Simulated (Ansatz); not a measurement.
## Sensitivity of the G0W0 gap of TiO2 (Rutile)

A base run on TiO2 (Rutile), then changed inputs.

Calculated with Ansatz 0.2.0; G0W0 on PBE, plane waves, PAW; PAW set soft_1.

Most raw output is cut from this account.

## (1) The structure

Symmetry: P4_2/mnm, No. 136, tetragonal system. The conventional cell has a = 4.592 Å, b = 4.592 Å, c = 2.957 Å, α = 90.00°, β = 90.00°, γ = 90.00°. Ti has 6 O at 1.95 to 1.98 Å nearest. Nearest to O lie 3 Ti at 1.95 to 1.98 Å. Farther neighbours and most contacts between anions are not listed.

As a file:

```cif
data_structure
_symmetry_space_group_name_H-M 'P 1'
_symmetry_Int_Tables_number 1
_cell_length_a 4.5922
_cell_length_b 4.5922
_cell_length_c 2.9574
_cell_angle_alpha 90.000
_cell_angle_beta 90.000
_cell_angle_gamma 90.000
_cell_volume 62.37
loop_
_atom_site_label
_atom_site_type_symbol
_atom_site_fract_x
_atom_site_fract_y
_atom_site_fract_z
_atom_site_occupancy
Ti1 Ti 0.00000 0.00000 0.00000 1
Ti2 Ti 0.50000 0.50000 0.50000 1
O3 O 0.30496 0.30496 0.00000 1
O4 O 0.19504 0.80496 0.50000 1
O5 O 0.69504 0.69504 0.00000 1
O6 O 0.80496 0.19504 0.50000 1
```

The cell and positions come from the Crystallography Open Database and are kept as given unless a step says otherwise.

## (2) The base run: 4×4×4 mesh, 141 empty bands, screening to 100 eV, PAW set soft_1 files

G0W0 replaces the xc potential by the self-energy, built once from these orbitals. Only a window of levels is corrected, while the sums run over the empty bands that the input names. This step takes PAW set soft_1 files.

input.yaml reads:

```yaml
crystal:
  lattice:
    - [4.5922, 0.0, 0.0]
    - [0.0, 4.5922, 0.0]
    - [0.0, 0.0, 2.9574]
  atoms:
    - { symbol: Ti, position: [0.0, 0.0, 0.0] }
    - { symbol: Ti, position: [0.5, 0.5, 0.5] }
    - { symbol: O, position: [0.30496, 0.30496, 0.0] }
    - { symbol: O, position: [0.19504, 0.80496, 0.5] }
    - { symbol: O, position: [0.69504, 0.69504, 0.0] }
    - { symbol: O, position: [0.80496, 0.19504, 0.5] }
kpoints:
  mp_grid: { grid: [4, 4, 4] }
hamiltonian:
  xc: pbe
  pseudopotentials: { kind: paw, azcp: { folder: soft_1 } }
scf:
  occupations: { method: fixed }
gw:
  n_empty_bands: 141
  ecut_chi: 100
  qp_bands: [v2, c2]
  qp_kpoints: band_edges
  screening: { model: contour_deformation }
```

Run with:

```bash
ansatz run input.yaml --threads 2 --pin off --max-ram 73728MiB --backend cuda --events-out ev --progress --plain --runs-dir out --devices 1 --max-vram 13GiB
```

Elapsed: 11 s, on 1 × NVIDIA H100 80GB HBM3 (shared by 6 runs) with 2 threads of AMD EPYC 7R13 (Zen 3), shared host; peak memory 1.1 GiB; 12 s of CPU time.

Numbers from this step:

```
bands summed                                 : 165
RPA ε∞ on this mesh (eigenvalues)            : 7.307, 7.307, 9.117
plane waves in the screening matrix          : 145
q-points in the mesh                         : 64
G0W0 gap on the mesh                         : 3.233 eV
k of the valence top                         : 0, 0, 0
k of the conduction bottom                   : 0, -0.5, -0.5
starting gap on the mesh                     : 1.895 eV
Z at the valence top                         : 0.7086
Z at the conduction bottom                   : 0.7190
least direct G0W0 gap on the computed points : 3.298 eV
```

The gap on the mesh goes from 1.90 eV to 3.23 eV, a correction of +1.34 eV, though a band edge has moved to another state.

## (3) Variant: potentials

Other atomic data (norm-conserving) test the pseudisation: the cutoff goes from 420 to 1240 eV, with the same valence electrons.

This step: G0W0 on PBE, plane waves, norm-conserving pseudopotentials.

Edit input.yaml of step 2 so:

```diff
@@ -16,3 +16,3 @@
   xc: pbe
-  pseudopotentials: { kind: paw, azcp: { folder: soft_1 } }
+  pseudopotentials: { kind: nc }
 scf:
```

The job ended after 14 s (1 × NVIDIA H100 80GB HBM3 (shared by 6 runs) with 2 threads; peak memory 1.5 GiB).

The G0W0 gap on the mesh is 3.248 eV.

Against the base:

```csv
setting,base,variant
files,PAW set soft_1,norm-conserving
```

```csv
quantity,variant,base
starting gap on the mesh,1.890,1.895
G0W0 gap on the mesh,3.248,3.233
least direct G0W0 gap on the computed points,3.313,3.298
Z at the valence top,0.709,0.709
Z at the conduction bottom,0.719,0.719
```

## (4) Variant: potentials

This step: G0W0 on PBE, plane waves, PAW.

Edit input.yaml of step 3 so:

```diff
@@ -16,3 +16,3 @@
   xc: pbe
-  pseudopotentials: { kind: nc }
+  pseudopotentials: { kind: paw, source: ansatz }
 scf:
```

Run time: 13 s. Hardware: 1 × NVIDIA H100 80GB HBM3 (shared by 6 runs) with 2 threads; peak memory 1.3 GiB; 16 s of CPU time.

The G0W0 gap on the mesh is 3.229 eV.

Against the base:

```csv
setting,base,variant
files,PAW set soft_1,hard PAW
```

```csv
quantity,variant,base
starting gap on the mesh,1.884,1.895
G0W0 gap on the mesh,3.229,3.233
least direct G0W0 gap on the computed points,3.294,3.298
Z at the valence top,0.709,0.709
Z at the conduction bottom,0.719,0.719
```

## (5) Variant: frequency model

A plasmon pole stands in for the full frequency dependence of the screening; this run shows what that costs in accuracy.

This step: G0W0 on PBE, plane waves, PAW; PAW set soft_1.

Edit input.yaml of step 4 so:

```diff
@@ -16,3 +16,3 @@
   xc: pbe
-  pseudopotentials: { kind: paw, source: ansatz }
+  pseudopotentials: { kind: paw, azcp: { folder: soft_1 } }
 scf:
@@ -24,2 +24,2 @@
   qp_kpoints: band_edges
-  screening: { model: contour_deformation }
+  screening: { model: godby_needs }
```

Elapsed: 14 s, on 1 × NVIDIA H100 80GB HBM3 (shared by 6 runs) with 2 threads; peak memory 1.2 GiB.

The G0W0 gap on the mesh is 3.233 eV.

Against the base:

```csv
setting,base,variant
frequency model,contour deformation,plasmon pole
```

```csv
quantity,variant,base
starting gap on the mesh,1.895,1.895
G0W0 gap on the mesh,3.233,3.233
least direct G0W0 gap on the computed points,3.310,3.298
Z at the valence top,0.767,0.709
Z at the conduction bottom,0.778,0.719
```

## (6) Summary of results

| Property | Result |
| --- | --- |
| base | 3.23 eV, 11 s |
| potentials | 3.25 eV, 14 s |
| potentials | 3.23 eV, 13 s |
| frequency model | 3.23 eV, 14 s |

Potentials: the gap moves by +0.01 eV (the plane-wave cutoff goes from 420 to 1240 eV). Potentials: the gap moves by −0.004 eV (the plane-wave cutoff goes from 420 to 930 eV). Frequency model: the gap moves by −0.0002 eV. All runs here use a coarse mesh and modest cutoffs; they test settings and are not final values. The 4×4×4 mesh is coarse for this cell (its supercell is 12 Å along the shortest edge). The RPA ε∞ on it, from the PBE start, is 7.31 and 9.12; such meshes misread the long-range screening, most where the gap is narrow.

[Paths, hosts, dates, memory and timing lines, banners, echoed tables and standing remarks are left out of the program output.]

[Logs are printed without paths, hosts, clocks, repeated set-up lines and the standing remarks that a program may print on its own settings, such as how far it seeks lower states.]

[Runs of the session that timed out or met a known fault of the program may be left out.]

[Cells called generated may have been cut or substituted from an entry of the Crystallography Open Database or the Materials Project.]

[Hosts, paths, dates, database ids (printed as entryN), source tags and the programs' standing remarks are cut or masked in the printed files.]
